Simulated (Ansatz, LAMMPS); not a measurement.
## Relaxing glassy 65SiO2-8Al2O3-2FeO-14MgO-6CaO-2Na2O-2TiO2 (mol %) (144 atoms)

How does glassy 65SiO2-8Al2O3-2FeO-14MgO-6CaO-2Na2O-2TiO2 (mol %) (144 atoms) relax, and what do bonds, charges and levels look like afterwards?

Program: Ansatz 0.2.0. Level of theory: Kohn-Sham DFT, revPBE, PAW (set soft_2), plane waves. Results are calculated unless marked as measured.

Report form: the programs' logs are mostly left out.

## 1. The structure

The cell holds 144 atoms: 32 Si, 8 Al, 1 Fe, 7 Mg, 3 Ca, 2 Na, 1 Ti and 90 O. Cell: a = 12.246 Å, b = 12.246 Å, c = 12.246 Å, α = 90.0°, β = 90.0°, γ = 90.0°. 144 atoms (32 Si, 8 Al, 1 Fe, 7 Mg, 3 Ca, 2 Na, 1 Ti, 90 O) placed at random at 2.49 g/cm³, melted at 3000 K for 20 ps at fixed volume with the Buckingham and Coulomb pair potential of Guillot and Sator (Geochim. Cosmochim. Acta 71, 1249 (2007)) with the boron terms of Wang et al. (J. Non-Cryst. Solids 498, 294 (2018)). Quenched from 3000 K to 300 K at 50 K/ps and fixed volume, held 10 ps at zero pressure, then minimised at fixed cell.

What the set-up can't give: The quench rate of 50 K/ps is many orders above laboratory rates, so the cell is likely richer in defects and strain than a real sample. The starting topology of bonds comes from the classical model. Without a Hubbard term or exact exchange, open shells on Fe are likely too delocalised. The Brillouin zone is sampled at Γ only, in a cell whose shortest periodic width is 12 Å.

## 2. How the cell was made

A classical potential makes the cell, at a small fraction of what the same run would cost in DFT.

This step: classical MD, Buckingham and Coulomb pair potential of Guillot and Sator (Geochim. Cosmochim. Acta 71, 1249 (2007)) with the boron terms of Wang et al. (J. Non-Cryst. Solids 498, 294 (2018)) (LAMMPS 22 Jul 2025 - Update 4).

in.lmp reads:

```
# melt-quench of Si32Al8Fe1Mg7Ca3Na2Ti1O90
units metal
atom_style charge
boundary p p p
region box block 0 12.5929 0 12.5929 0 12.5929
create_box 8 box
mass 1 28.0850   # Si
mass 2 26.9815   # Al
mass 3 55.8450   # Fe
mass 4 24.3050   # Mg
mass 5 40.0780   # Ca
mass 6 22.9898   # Na
mass 7 47.8670   # Ti
mass 8 15.9990   # O
create_atoms 1 random 32 711868 NULL overlap 1.5 maxtry 2000
create_atoms 2 random 8 711875 NULL overlap 1.5 maxtry 2000
create_atoms 3 random 1 711882 NULL overlap 1.5 maxtry 2000
create_atoms 4 random 7 711889 NULL overlap 1.5 maxtry 2000
create_atoms 5 random 3 711896 NULL overlap 1.5 maxtry 2000
create_atoms 6 random 2 711903 NULL overlap 1.5 maxtry 2000
create_atoms 7 random 1 711910 NULL overlap 1.5 maxtry 2000
create_atoms 8 random 90 711917 NULL overlap 1.5 maxtry 2000
pair_style buck/coul/long 9.0
pair_coeff * * 0.0 1.0 0.0
pair_coeff 1 8 50306.10 0.161 46.2978   # Si-O
pair_coeff 2 8 28538.42 0.172 34.5778   # Al-O
pair_coeff 3 8 13032.93 0.19 0   # Fe-O
pair_coeff 4 8 32652.64 0.178 27.281   # Mg-O
pair_coeff 5 8 155667.70 0.178 42.2597   # Ca-O
pair_coeff 6 8 120303.80 0.17 0   # Na-O
pair_coeff 7 8 50126.64 0.178 46.2978   # Ti-O
pair_coeff 8 8 9022.79 0.265 85.0921   # O-O
set type 1 charge 1.89
set type 2 charge 1.4175
# [... 30 lines left out ...]
thermo 3333
fix md all npt temp 300 300 0.1 iso 0 0 1
run 10000 post no
unfix md
thermo 100
min_style cg
minimize 0 1e-3 2000 20000
write_dump all custom glass.dump id type xs ys zs modify sort id
```

On the command line:

```bash
$ lmp -in in.lmp -log none -nocite
```

Elapsed: 55 s, on 1 thread of Arm Neoverse V1, shared host; peak memory 0.078 GiB.

## 3. Single point at the start

A single point comes first, to see the forces before anything moves.

input.yaml reads:

```yaml
crystal:
  lattice:
    - [12.24569, 0.0, 0.0]
    - [0.0, 12.24569, 0.0]
    - [0.0, 0.0, 12.24569]
  atoms:
    - { symbol: Si, position: [0.49921, 0.44323, 0.2576] }
    - { symbol: Si, position: [0.56074, 0.03881, 0.23163] }
    - { symbol: Si, position: [0.90342, 0.56865, 0.09205] }
    - { symbol: Si, position: [0.01127, 0.33963, 0.03092] }
    - { symbol: Si, position: [0.94991, 0.39242, 0.40504] }
    - { symbol: Si, position: [0.49374, 0.87667, 0.61229] }
    - { symbol: Si, position: [0.14544, 0.0344, 0.05413] }
    - { symbol: Si, position: [0.03797, 0.06743, 0.27519] }
    - { symbol: Si, position: [0.12656, 0.39947, 0.69471] }
    - { symbol: Si, position: [0.50724, 0.02456, 0.99728] }
    - { symbol: Si, position: [0.26328, 0.19838, 0.75732] }
    - { symbol: Si, position: [0.99567, 0.73584, 0.93212] }
    - { symbol: Si, position: [0.63934, 0.31619, 0.84914] }
    - { symbol: Si, position: [0.48702, 0.5183, 0.60049] }
    - { symbol: Si, position: [0.87404, 0.23878, 0.22625] }
    - { symbol: Si, position: [0.25669, 0.25097, 0.01424] }
    - { symbol: Si, position: [0.49877, 0.71128, 0.42826] }
    - { symbol: Si, position: [0.69195, 0.54485, 0.93717] }
    - { symbol: Si, position: [0.22851, 0.75046, 0.85357] }
    - { symbol: Si, position: [0.71854, 0.84968, 0.14678] }
    - { symbol: Si, position: [0.75128, 0.95235, 0.92331] }
    - { symbol: Si, position: [0.1418, 0.73742, 0.60137] }
    - { symbol: Si, position: [0.18766, 0.40194, 0.4428] }
    - { symbol: Si, position: [0.34215, 0.97323, 0.80774] }
    - { symbol: Si, position: [0.23259, 0.15105, 0.42184] }
    - { symbol: Si, position: [0.73681, 0.48983, 0.60463] }
    - { symbol: Si, position: [0.48453, 0.27822, 0.63935] }
    - { symbol: Si, position: [0.97382, 0.64228, 0.46787] }
    - { symbol: Si, position: [0.37512, 0.64387, 0.20764] }
    - { symbol: Si, position: [0.50427, 0.77742, 0.03091] }
    - { symbol: Si, position: [0.33064, 0.52736, 0.80786] }
    - { symbol: Si, position: [0.84108, 0.26525, 0.58896] }
    [... 106 atom lines left out ...]
    - { symbol: O, position: [0.79453, 0.79704, 0.23963] }
    - { symbol: O, position: [0.25227, 0.89968, 0.38869] }
    - { symbol: O, position: [0.27771, 0.23617, 0.88356] }
    - { symbol: O, position: [0.93809, 0.30852, 0.50946] }
    - { symbol: O, position: [0.94805, 0.67469, 0.82404] }
    - { symbol: O, position: [0.78062, 0.36888, 0.64949] }
magnetization:
  spin_polarized: true
kpoints:
  mp_grid: { grid: [1, 1, 1] }
hamiltonian:
  xc: revpbe
scf:
  occupations: { method: fermi_dirac, width: 0.025 }
  lower_state_search: "off"
output:
  forces: true
```

On the command line:

```bash
$ ansatz run input.yaml --threads 4 --pin off --max-ram 8192MiB --backend cpu --events-out ev --progress --plain --runs-dir out
```

Elapsed: 2.6 min, on 4 threads of Arm Neoverse V1, shared host; peak memory 5.1 GiB.

Read from the output:

| Property | Result |
| --- | --- |
| free energy | -104978.7207 eV |
| free energy per atom | -729.0189 eV/atom |
| SCF cycles | 24 |
| r.m.s. force component | 0.8141 eV/Å |
| longest force | 3.256 eV/Å |
| Fermi energy | 5.988 eV |
| total moment | -4 μB |
| absolute moment | 4.068 μB |

The r.m.s. force component of 0.81 eV/Å sets the starting point.

Neighbours are counted within 2.08 Å (O-Si), 2.27 Å (O-Al), 2.73 Å (O-Mg), 3.18 Å (O-Ca), 3.09 Å (O-Na), 2.62 Å (O-Fe), 2.64 Å (O-Ti).

Length of the force by element and coordination:

| element | coordination | atoms | mean length of the force (eV/Å) | spread | least | most |
| --- | --- | --- | --- | --- | --- | --- |
| Al | all | 8 | 1.69 | 0.543 | 0.860 | 2.46 |
| Al | 4 | 7 | 1.75 | 0.549 | 0.860 | 2.46 |
| Al | 5 | 1 | 1.22 | 0 | 1.22 | 1.22 |
| Ca | all | 3 | 1.66 | 0.858 | 0.444 | 2.27 |
| Ca | 6 | 1 | 0.444 | 0 | 0.444 | 0.444 |
| Ca | 7 | 2 | 2.26 | 0.0054 | 2.26 | 2.27 |
| Fe | all | 1 | 0.953 | 0 | 0.953 | 0.953 |
| Mg | all | 7 | 1.15 | 0.292 | 0.780 | 1.69 |
| Mg | 4 | 4 | 1.15 | 0.195 | 0.982 | 1.48 |
| Mg | 5 | 2 | 0.901 | 0.122 | 0.780 | 1.02 |
| Mg | 6 | 1 | 1.69 | 0 | 1.69 | 1.69 |
| Na | all | 2 | 0.562 | 0.283 | 0.278 | 0.845 |
| Na | 7 | 1 | 0.278 | 0 | 0.278 | 0.278 |
| Na | 8 | 1 | 0.845 | 0 | 0.845 | 0.845 |
| O | all | 90 | 0.915 | 0.416 | 0.189 | 2.15 |
| O | 2 | 39 | 0.775 | 0.346 | 0.189 | 1.69 |
| O | 3 | 43 | 0.999 | 0.412 | 0.295 | 2.02 |
| O | 4 | 8 | 1.15 | 0.510 | 0.571 | 2.15 |
| Si | all | 32 | 1.95 | 0.835 | 0.453 | 3.26 |
| Ti | all | 1 | 1.91 | 0 | 1.91 | 1.91 |

## 4. Relaxation

With the cell held, the atoms are moved downhill towards a nearby minimum.

Edit input.yaml of step 3 so:

```diff
@@ -18 +18,4 @@
   forces: true
+relax:
+  f_tol: 0.05
+  max_steps: 49
```

Elapsed: 15 min, on 4 threads; peak memory 5.1 GiB; 59 min of CPU time.

The steps of the relaxation:

| step | energy less that of the first step (eV) | largest force component (eV/Å) |
| --- | --- | --- |
| 1 | 0.0000 | 3.0688 |
| 2 | -3.3823 | 2.0125 |
| 3 | -5.5167 | 0.5834 |
| 4 | -5.8486 | 0.4116 |
| 5 | -6.0498 | 0.2325 |
| 6 | -6.1520 | 0.1959 |
| 7 | -6.2857 | 0.2824 |
| 8 | -6.3575 | 0.1641 |
| 9 | -6.4056 | 0.1309 |
| 10 | -6.4331 | 0.3382 |
| 11 | -6.4511 | 0.2277 |
| 12 | -6.4641 | 0.0914 |
| 13 | -6.4695 | 0.0711 |
| 14 | -6.4752 | 0.0508 |
| 15 | -6.4768 | 0.0217 |

The atoms that moved most (Å):

| atom | dx | dy | dz | length |
| --- | --- | --- | --- | --- |
| O137 | -0.320 | 0.278 | -0.362 | 0.557 |
| O97 | 0.445 | 0.217 | 0.168 | 0.523 |
| O83 | 0.226 | 0.112 | -0.405 | 0.477 |
| O139 | -0.052 | 0.395 | 0.154 | 0.427 |
| Na52 | 0.385 | -0.159 | -0.089 | 0.426 |
| O138 | 0.226 | 0.100 | -0.317 | 0.402 |
| O74 | 0.179 | -0.223 | 0.274 | 0.396 |
| O81 | 0.226 | -0.269 | -0.142 | 0.379 |

The relaxation changed the energy by -45.0 meV/atom, and atoms moved by 0.22 Å r.m.s., 0.56 Å at most.

## 5. Structure statistics after relaxation

Bonds before and after, by the cutoffs listed below:

| pair | bonds before | bonds after | mean before (Å) | mean after (Å) | spread before (Å) | spread after (Å) |
| --- | --- | --- | --- | --- | --- | --- |
| O-Si | 128 | 128 | 1.633 | 1.639 | 0.018 | 0.035 |
| O-Al | 33 | 34 | 1.775 | 1.809 | 0.061 | 0.087 |
| O-Mg | 32 | 34 | 2.061 | 2.103 | 0.125 | 0.206 |
| O-Ca | 20 | 18 | 2.530 | 2.460 | 0.178 | 0.229 |
| O-Na | 10 | 9 | 2.639 | 2.454 | 0.114 | 0.110 |
| O-Fe | 5 | 5 | 2.206 | 2.141 | 0.051 | 0.100 |
| O-Ti | 6 | 5 | 2.054 | 1.906 | 0.223 | 0.028 |

Density 2.71 g/cm³, 12.75 Å³ an atom.

Pair distribution functions g(r), in bins of 0.2 Å:

| r (Å) | total | O-O | O-Si | O-Al | O-Mg | O-Ca | O-Na |
| --- | --- | --- | --- | --- | --- | --- | --- |
| 1.50 | 0.40 | 0.00 | 1.43 | 0.00 | 0.00 | 0.00 | 0.00 |
| 1.70 | 3.39 | 0.00 | 10.68 | 6.01 | 0.00 | 0.00 | 0.00 |
| 1.90 | 0.70 | 0.00 | 0.00 | 4.09 | 5.21 | 0.00 | 0.00 |
| 2.10 | 0.26 | 0.00 | 0.00 | 0.49 | 2.12 | 1.20 | 0.00 |
| 2.30 | 0.20 | 0.00 | 0.00 | 0.00 | 1.11 | 3.07 | 2.26 |
| 2.50 | 0.54 | 0.96 | 0.00 | 0.00 | 0.55 | 2.60 | 3.24 |
| 2.70 | 1.85 | 4.60 | 0.00 | 0.00 | 0.16 | 0.73 | 0.59 |
| 2.90 | 0.78 | 1.13 | 0.09 | 0.25 | 0.27 | 0.66 | 0.95 |
| 3.10 | 1.00 | 0.89 | 0.40 | 0.20 | 0.12 | 0.81 | 1.31 |
| 3.30 | 0.89 | 0.86 | 0.83 | 0.73 | 0.53 | 0.00 | 0.76 |
| 3.50 | 0.95 | 0.73 | 0.97 | 1.80 | 1.05 | 0.44 | 0.33 |
| 3.70 | 1.04 | 0.82 | 1.54 | 1.57 | 1.27 | 0.59 | 1.19 |
| 3.90 | 0.93 | 0.53 | 1.59 | 0.61 | 1.20 | 1.62 | 0.53 |
| 4.10 | 1.23 | 0.80 | 1.88 | 1.81 | 1.51 | 1.28 | 1.44 |
| 4.30 | 1.15 | 0.69 | 1.73 | 1.38 | 1.56 | 1.01 | 0.66 |
| 4.50 | 0.99 | 0.83 | 0.89 | 1.56 | 1.26 | 1.06 | 0.81 |
| 4.70 | 1.01 | 1.16 | 0.68 | 0.73 | 1.27 | 1.48 | 2.01 |
| 4.90 | 1.03 | 1.41 | 0.63 | 0.84 | 0.73 | 1.02 | 1.52 |
| 5.10 | 1.06 | 1.48 | 0.65 | 0.51 | 0.63 | 0.73 | 0.78 |
| 5.30 | 0.97 | 1.15 | 0.72 | 0.83 | 0.70 | 1.35 | 1.02 |
| 5.50 | 0.91 | 1.02 | 0.87 | 0.71 | 0.84 | 0.54 | 0.94 |
| 5.70 | 0.96 | 0.90 | 0.99 | 1.09 | 0.89 | 0.59 | 0.50 |
| 5.90 | 1.05 | 1.00 | 1.11 | 1.17 | 1.07 | 0.79 | 0.93 |

Bonds by pair of elements; cutoffs follow the first minimum of g(r), held within bounds set by covalent radii, and pairs that aren't listed don't count as bonded:

| pair A-B | cutoff (Å) | bonds | mean length (Å) | spread (Å) | shortest (Å) | B about A | A about B |
| --- | --- | --- | --- | --- | --- | --- | --- |
| O-Si | 2.12 | 128 | 1.64 | 0.035 | 1.56 | 1.42 | 4 |
| O-Al | 2.38 | 34 | 1.81 | 0.087 | 1.70 | 0.378 | 4.25 |
| O-Mg | 2.75 | 34 | 2.10 | 0.206 | 1.88 | 0.378 | 4.86 |
| O-Ca | 3.02 | 18 | 2.46 | 0.229 | 2.11 | 0.2 | 6 |
| O-Na | 2.77 | 9 | 2.45 | 0.11 | 2.23 | 0.1 | 4.5 |
| O-Fe | 2.63 | 5 | 2.14 | 0.1 | 2.02 | 0.056 | 5 |
| O-Ti | 2.64 | 5 | 1.91 | 0.028 | 1.86 | 0.056 | 5 |

How many atoms have how many bonded neighbours:

| element | mean | 2 | 3 | 4 | 5 | 6 |
| --- | --- | --- | --- | --- | --- | --- |
| Al | 4.25 | 0 | 0 | 6 | 2 | 0 |
| Ca | 6 | 0 | 0 | 0 | 0 | 3 |
| Fe | 5 | 0 | 0 | 0 | 1 | 0 |
| Mg | 4.86 | 0 | 0 | 2 | 4 | 1 |
| Na | 4.5 | 0 | 0 | 1 | 1 | 0 |
| O | 2.59 | 43 | 41 | 6 | 0 | 0 |
| Si | 4 | 0 | 0 | 32 | 0 | 0 |
| Ti | 5 | 0 | 0 | 0 | 1 | 0 |

Bond angles (no mean is given where the spread exceeds 20°):

| angle | count | mean (°) | spread (°) |
| --- | --- | --- | --- |
| O-Si-O | 192 | 109 | 5 |
| O-Mg-O | 67 | - | - |
| O-Al-O | 56 | 108 | 18.3 |
| O-Ca-O | 45 | - | - |
| Si-O-Si | 44 | 139 | 14.5 |

Oxygen atoms by the number of network formers (Si, P, Ge, B, Al, As, Ga) bound to them:

| network formers bound to O | O atoms | per cent |
| --- | --- | --- |
| 0 | 0 | 0 |
| 1 | 21 | 23.3 |
| 2 | 66 | 73.3 |
| 3 | 3 | 3.3 |

Network units: each former by its oxygen neighbours and how many of them bridge to another former:

| former | O neighbours | bridging O | atoms |
| --- | --- | --- | --- |
| Si | 4 | 1 | 1 |
| Si | 4 | 2 | 1 |
| Si | 4 | 3 | 14 |
| Si | 4 | 4 | 16 |
| Al | 4 | 4 | 6 |
| Al | 5 | 4 | 2 |

Bond length by coordination (bonds to H left out):

| element | coordination | atoms | mean bond length (Å) |
| --- | --- | --- | --- |
| Al | 4 | 6 | 1.77 |
| Al | 5 | 2 | 1.90 |
| Mg | 4 | 2 | 1.99 |
| Mg | 5 | 4 | 2.12 |
| Mg | 6 | 1 | 2.22 |
| Na | 4 | 1 | 2.49 |
| Na | 5 | 1 | 2.42 |
| O | 2 | 43 | 1.66 |
| O | 3 | 41 | 1.92 |
| O | 4 | 6 | 2.09 |

Rings of the network by King's shortest-path rule, up to 12 atoms, one path for each pair of neighbours; H, halogens, alkali and alkaline-earth atoms are left out, and the last column divides by all other atoms, bonded or not:

| ring size (atoms) | rings | per network atom |
| --- | --- | --- |
| 4 | 3 | 0.023 |
| 6 | 9 | 0.068 |
| 8 | 13 | 0.098 |
| 10 | 24 | 0.182 |
| 12 | 13 | 0.098 |

First main peaks of g(r), for some of the pairs, lie near 2.7 Å (O-O), 1.6 Å (O-Si), 1.8 Å (O-Al), 2.0 Å (O-Mg), 2.3 Å (O-Ca) and 2.5 Å (O-Na). By these cutoffs 75 % of Al atoms have 4, all Ca atoms have 6, all Fe atoms have 5 and 57 % of Mg atoms have 5 bonded neighbours. The O-Si-O angle averages 109° with a spread of 5°. Counting bonds to Si and Al alone, not to Fe and Ti, 73 % of the oxygens join two of these atoms and 23 % one; 3 % join three. The commonest Si unit has 4 oxygens, 4 of them shared with other formers (16 of 32 atoms). Rings of 10 atoms are the most common (39 % of those counted); sizes run from 4 to 12, where the search stops.

(Part 1 of 2 ends here.)

[Logs are printed without paths, hosts, clocks, repeated set-up lines and the standing remarks that a program may print on its own settings, such as how far it seeks lower states.]

[Hosts, paths, dates, database ids (printed as entryN), source tags and the programs' standing remarks are cut or masked in the printed files.]
